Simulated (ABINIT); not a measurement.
## A GW chain in ABINIT: K2Pt (Fm-3m)

How does a plane-wave GW calculation on K2Pt (Fm-3m) run from the first input to the gap?

Program: ABINIT 10.8.3. Level of theory: LDA and many-body steps on it, plane waves. Results are calculated unless marked as measured.

This is a report of a sequence of runs, with most program output left out.

## 1. Starting point

Symmetry: Fm-3m, No. 225, cubic system. The conventional cell has a = 7.563 Å, b = 7.563 Å, c = 7.563 Å, α = 90.00°, β = 90.00°, γ = 90.00°. Nearest to K lie 4 Pt at 3.27 Å. Nearest to Pt lie 8 K at 3.27 Å. Farther neighbours are not listed.

The cell and positions are those that the Materials Project relaxed with its own functionals (PBE, PBE+U or r2SCAN), kept fixed. Spin-orbit coupling is left out unless a step names it.

## 2. Ground state

This step: ABINIT 10.8.3; DFT, LDA, plane waves, norm-conserving pseudopotentials.

The ground-state density comes first.

Contents of run.abi:

```
acell 3*1.0 Angstrom
rprim 
  -0.000000000000 3.781463140000 3.781463140000
  3.781463140000 -0.000000000000 3.781463140000
  3.781463140000 3.781463140000 -0.000000000000
ntypat 2
znucl 19 78
natom 3
typat 1 1 2
xred 
  0.750000000000 0.750000000000 0.750000000000
  0.250000000000 0.250000000000 0.250000000000
  0.000000000000 0.000000000000 0.000000000000
pp_dirpath "pseudos"
pseudos "K.upf, Pt.upf"
ecut 34
ngkpt 6 6 6
nshiftk 1
shiftk 0 0 0
kptopt 1
chksymbreak 0
nband 23
occopt 1
tolvrs 1e-10
nstep 60
prtwf 0
optforces 0
optstress 0
indata_prefix "in"
outdata_prefix "out"
tmpdata_prefix "tmp"
```

Started as:

```
OMP_NUM_THREADS=1 mpirun -n 4 abinit run.abi > log
```

Elapsed: 30 s, on 4 MPI ranks of Arm Neoverse V2, shared host; peak memory 0.41 GiB.

This step gave:

| Quantity | Value |
| --- | --- |
| total energy | -5184.0959 eV |
| gap | 1.306 eV |
| k of the valence top | 0.5, 0.5, 0 |
| k of the conduction bottom | 0.5, 0, 0 |
| least direct gap | 1.381 eV |

The gap is indirect, with the least direct gap 0.07 eV higher.

## 3. Bands along the symmetry lines

Levels along a band path, at the cheap level, show where the edges lie and whether the meshes to come will hold them.

Contents of run.abi:

```
acell 3*1.0 Angstrom
rprim 
  -0.000000000000 3.781463140000 3.781463140000
  3.781463140000 -0.000000000000 3.781463140000
  3.781463140000 3.781463140000 -0.000000000000
ntypat 2
znucl 19 78
natom 3
typat 1 1 2
xred 
  0.750000000000 0.750000000000 0.750000000000
  0.250000000000 0.250000000000 0.250000000000
  0.000000000000 0.000000000000 0.000000000000
pp_dirpath "pseudos"
pseudos "K.upf, Pt.upf"
ecut 34
iscf -2
irdden 1
kptopt 0
nkpt 50
kpt 
  0.00000000 0.00000000 0.00000000
  0.06250000 0.00000000 0.06250000
  0.12500000 0.00000000 0.12500000
  0.18750000 0.00000000 0.18750000
  0.25000000 0.00000000 0.25000000
  0.31250000 0.00000000 0.31250000
  0.37500000 0.00000000 0.37500000
  0.43750000 0.00000000 0.43750000
  0.50000000 0.00000000 0.50000000
  0.51562500 0.03125000 0.51562500
  0.53125000 0.06250000 0.53125000
  0.54687500 0.09375000 0.54687500
  0.56250000 0.12500000 0.56250000
  0.57812500 0.15625000 0.57812500
  0.59375000 0.18750000 0.59375000
  0.60937500 0.21875000 0.60937500
  0.62500000 0.25000000 0.62500000
  0.37500000 0.37500000 0.75000000
  0.32812500 0.32812500 0.65625000
  0.28125000 0.28125000 0.56250000
  0.23437500 0.23437500 0.46875000
  0.18750000 0.18750000 0.37500000
  0.14062500 0.14062500 0.28125000
  0.09375000 0.09375000 0.18750000
  0.04687500 0.04687500 0.09375000
  0.00000000 0.00000000 0.00000000
  0.06250000 0.06250000 0.06250000
  0.12500000 0.12500000 0.12500000
  0.18750000 0.18750000 0.18750000
  0.25000000 0.25000000 0.25000000
  0.31250000 0.31250000 0.31250000
  0.37500000 0.37500000 0.37500000
  0.43750000 0.43750000 0.43750000
  0.50000000 0.50000000 0.50000000
  0.50000000 0.46875000 0.53125000
  0.50000000 0.43750000 0.56250000
  0.50000000 0.40625000 0.59375000
  0.50000000 0.37500000 0.62500000
  0.50000000 0.34375000 0.65625000
  0.50000000 0.31250000 0.68750000
  0.50000000 0.28125000 0.71875000
  0.50000000 0.25000000 0.75000000
  0.50000000 0.21875000 0.71875000
  0.50000000 0.18750000 0.68750000
  0.50000000 0.15625000 0.65625000
  0.50000000 0.12500000 0.62500000
  0.50000000 0.09375000 0.59375000
  0.50000000 0.06250000 0.56250000
  0.50000000 0.03125000 0.53125000
  0.50000000 0.00000000 0.50000000
istwfk *1
nband 25
nbdbuf 2
tolwfr 1e-08
nstep 40
prtwf 0
prtvol 0
indata_prefix "in"
outdata_prefix "out"
tmpdata_prefix "tmp"
```

The job ended after 55 s (4 MPI ranks; peak memory 0.41 GiB; 3.7 min of CPU time).

This step gave:

- gap: 1.306 eV
- k of the valence top: 0.5, 0, 0.5
- k of the conduction bottom: 0.5, 0.5, 0.5
- least direct gap: 1.381 eV

The gap is 1.306 eV, as in the run before at this level.

Electronic bands along the path, in eV, zero at the top of the highest filled band:

| point | band 15 | band 16 | band 17 | band 18 | band 19 | band 20 | band 21 | band 22 |
| --- | --- | --- | --- | --- | --- | --- | --- | --- |
| Γ | -0.20 | -0.07 | -0.07 | -0.07 | 3.47 | 3.47 | 3.47 | 5.50 |
| halfway | -0.19 | -0.10 | -0.06 | -0.06 | 2.24 | 3.80 | 3.80 | 5.07 |
| X | -0.35 | -0.06 | -0.06 | 0.00 | 1.50 | 3.73 | 4.13 | 4.13 |
| halfway | -0.33 | -0.09 | -0.06 | -0.01 | 1.65 | 3.36 | 4.15 | 4.21 |
| U | -0.27 | -0.15 | -0.07 | -0.05 | 2.05 | 2.72 | 4.18 | 4.37 |
| jump to K | -0.27 | -0.15 | -0.07 | -0.05 | 2.05 | 2.72 | 4.18 | 4.37 |
| halfway | -0.16 | -0.16 | -0.08 | -0.08 | 2.19 | 3.48 | 3.93 | 5.52 |
| Γ | -0.20 | -0.07 | -0.07 | -0.07 | 3.47 | 3.47 | 3.47 | 5.50 |
| halfway | -0.17 | -0.13 | -0.07 | -0.07 | 2.27 | 3.78 | 3.78 | 5.80 |
| L | -0.15 | -0.15 | -0.07 | -0.07 | 1.31 | 4.12 | 4.12 | 6.02 |
| halfway | -0.18 | -0.18 | -0.11 | -0.07 | 1.78 | 3.22 | 3.98 | 4.95 |
| W | -0.24 | -0.24 | -0.06 | -0.06 | 2.55 | 2.55 | 3.19 | 5.05 |
| halfway | -0.31 | -0.13 | -0.06 | -0.03 | 1.80 | 3.37 | 3.51 | 4.65 |
| X | -0.35 | -0.06 | -0.06 | 0.00 | 1.50 | 3.73 | 4.13 | 4.13 |

## 4. Empty states on the mesh, 2×2×2 mesh, 97 bands

The sums over transitions need many empty states on a uniform mesh; this step solves for them.

Contents of run.abi:

```
acell 3*1.0 Angstrom
rprim 
  -0.000000000000 3.781463140000 3.781463140000
  3.781463140000 -0.000000000000 3.781463140000
  3.781463140000 3.781463140000 -0.000000000000
ntypat 2
znucl 19 78
natom 3
typat 1 1 2
xred 
  0.750000000000 0.750000000000 0.750000000000
  0.250000000000 0.250000000000 0.250000000000
  0.000000000000 0.000000000000 0.000000000000
pp_dirpath "pseudos"
pseudos "K.upf, Pt.upf"
ecut 34
ngkpt 2 2 2
nshiftk 1
shiftk 0 0 0
kptopt 1
chksymbreak 0
iscf -2
irdden 1
istwfk *1
nband 97
nbdbuf 8
tolwfr 1e-09
nstep 60
prtvol 0
indata_prefix "in"
outdata_prefix "out"
tmpdata_prefix "tmp"
```

Wall time 22 s (4 MPI ranks); peak memory 0.32 GiB.

Numbers from this step:

```
gap                                                           : 1.306 eV
k of the valence top                                          : 0.5, 0.5, 0
k of the conduction bottom                                    : 0.5, 0, 0
least direct gap                                              : 1.381 eV
k points computed                                             : 3
lowest point of the top converged band, above the valence top : 38.26 eV
```

On this mesh the gap is 1.306 eV.

## 5. Screening, 2×2×2 mesh, 89 bands, screening to 106.1 eV

The RPA dielectric matrix is built and inverted for each q.

This step: RPA screening on LDA, plane waves, norm-conserving pseudopotentials.

Changes to run.abi since step 4:

```diff
@@ -21,10 +21,11 @@
 chksymbreak 0
-iscf -2
-irdden 1
 istwfk *1
-nband 97
-nbdbuf 8
-tolwfr 1e-09
-nstep 60
-prtvol 0
+occopt 1
+irdwfk 1
+optdriver 3
+nband 89
+ecuteps 3.9
+inclvkb 2
+awtr 1
+symchi 1
 indata_prefix "in"
```

The job ended after 8 s (4 MPI ranks; peak memory 0.85 GiB).

This step gave:

- ε∞ with local fields, on this mesh, along the program's q direction: 8.970
- the same without local fields: 13.48
- plasma frequency: 21.42 eV
- plane waves in the screening matrix: 283

Local fields lower ε∞ by 33 %. On a Γ-centred mesh this coarse the value itself is usually too large, while a short band sum pulls it down.

## 6. Self-energy, 2×2×2 mesh, 89 bands, screening to 106.1 eV

The self-energy is evaluated for the states that the input lists, and the levels follow from it, in one-shot runs by the linearised quasiparticle equation.

This step: G0W0 on LDA, plane waves, norm-conserving pseudopotentials.

Changes to run.abi since step 5:

```diff
@@ -24,8 +24,19 @@
 irdwfk 1
-optdriver 3
+optdriver 4
 nband 89
+gwcalctyp 0
+ecutsigx 34
+symsigma 1
+nkptgw 3
+kptgw 
+  0.5000000000 0.5000000000 0.0000000000
+  0.5000000000 0.0000000000 0.0000000000
+  0.0000000000 0.0000000000 0.0000000000
+bdgw 
+  16 20
+  17 21
+  16 21
 ecuteps 3.9
-inclvkb 2
-awtr 1
-symchi 1
+irdscr 1
+ppmodel 1
 indata_prefix "in"
```

Wall time 7.7 s (4 MPI ranks); peak memory 0.99 GiB.

This step gave:

```yaml
g0w0_gap_on_the_points_computed: 2 eV
starting_gap_on_the_mesh: 1.306 eV
k_of_the_valence_top: 0.5, 0.5, 0
k_of_the_conduction_bottom: 0.5, 0, 0
z_at_the_valence_top: 0.756
z_at_the_conduction_bottom: 0.816
least_direct_g0w0_gap_on_the_computed_points: 2.098 eV
```

The gap on the mesh goes from 1.31 eV to 2.00 eV, a correction of +0.69 eV.

Limits: finite bands, cutoff and mesh; no spin polarisation; d states lean on the start; no spin-orbit coupling; coarse k mesh. v1 is the top filled band, c1 the lowest empty one. The levels before and after the correction (eV, zero at the valence-band top of each column):

|  | conduction bottom | valence top |
| --- | --- | --- |
| Kohn-Sham | 1.31 | 0.00 |
| G0W0 | 2.00 | 0.00 |

|  | level | energy (eV) |
| --- | --- | --- |
| Kohn-Sham | (0.5 0.5 0) v3-v2 | -0.061 |
| Kohn-Sham | (0.5 0.5 0) v1 | 0.000 |
| Kohn-Sham | (0.5 0.5 0) c1 | 1.502 |
| Kohn-Sham | (0.5 0.5 0) c2 | 3.734 |
| Kohn-Sham | (0.5 0 0) v2-v1 | -0.075 |
| Kohn-Sham | (0.5 0 0) c1 | 1.306 |
| Kohn-Sham | (0.5 0 0) c2-c3 | 4.123 |
| G0W0 | (0.5 0.5 0) v3-v2 | -0.079 |
| G0W0 | (0.5 0.5 0) v1 | 0.000 |
| G0W0 | (0.5 0.5 0) c1 | 2.454 |
| G0W0 | (0.5 0.5 0) c2 | 4.409 |
| G0W0 | (0.5 0 0) v2-v1 | -0.098 |
| G0W0 | (0.5 0 0) c1 | 2.000 |
| G0W0 | (0.5 0 0) c2-c3 | 5.503 |

## 7. Where the time went

Times are wall times on 4 MPI ranks of Arm Neoverse V2, shared host, good to a factor of about two.

| step | time | share | memory (GiB) |
| --- | --- | --- | --- |
| ground state | 30 s | 25 % | 0.41 |
| bands along the symmetry lines | 55 s | 45 % | 0.41 |
| empty states on the mesh | 22 s | 18 % | 0.32 |
| screening | 8 s | 6 % | 0.85 |
| self-energy | 7.7 s | 6 % | 0.99 |

## 8. Results

| Item | Value |
| --- | --- |
| LDA gap | 1.31 eV, indirect |
| G0W0 gap on the mesh | 2.00 eV |
| GW settings | 2×2×2 mesh, 89 bands, screening to 106.1 eV, Godby-Needs plasmon pole |
| known limits | not at the basis limit; no spin polarisation; d states lean on the start; no spin-orbit coupling; coarse k mesh |

**Reading.** G0W0 moves the gap on the mesh from 1.31 eV to 2.00 eV (+0.69 eV), with Z of 0.76 and 0.82 at the edges. Local fields lower the RPA ε∞ on this mesh from 13.48 to 8.97; a Γ-centred mesh this coarse tends to raise both, most where the direct gap is narrow, while a short band sum lowers them. The dearest step here is «bands along the symmetry lines». Bands and cutoff are finite, so the gap is not at the basis limit. The miss can reach some tenths of an eV and take either sign; the mesh is an error of its own. The 2×2×2 mesh is coarse for this cell, which bears on the long-range parts of exchange and screening. The runs have no spin polarisation. For a closed low-spin shell that is the natural state; where a d or f shell is open it is a constraint, and the gap is then not the crystal's own. With d states at the gap, one-shot GW leans hard on its start. The many-body steps are scalar-relativistic: spin-orbit coupling is not in them.

[Paths, hosts, dates, memory and timing lines, banners, echoed tables and standing remarks are left out of the program output.]

[Logs are printed without paths, hosts, clocks, repeated set-up lines and the standing remarks that a program may print on its own settings, such as how far it seeks lower states.]

[Runs of the session that timed out or met a known fault of the program may be left out.]

[Hosts, paths, dates, database ids (printed as entryN), source tags and the programs' standing remarks are cut or masked in the printed files.]

[G0W0 gaps are taken among the corrected bands and points alone; a level outside them can change the order at an edge.]

[Where Ansatz stands beside ABINIT at settings called matched, ABINIT's density can come from a denser mesh and the files from another edition; pairs whose starting gaps differed by over 0.03 eV were left out, so agreement reads better than it is.]
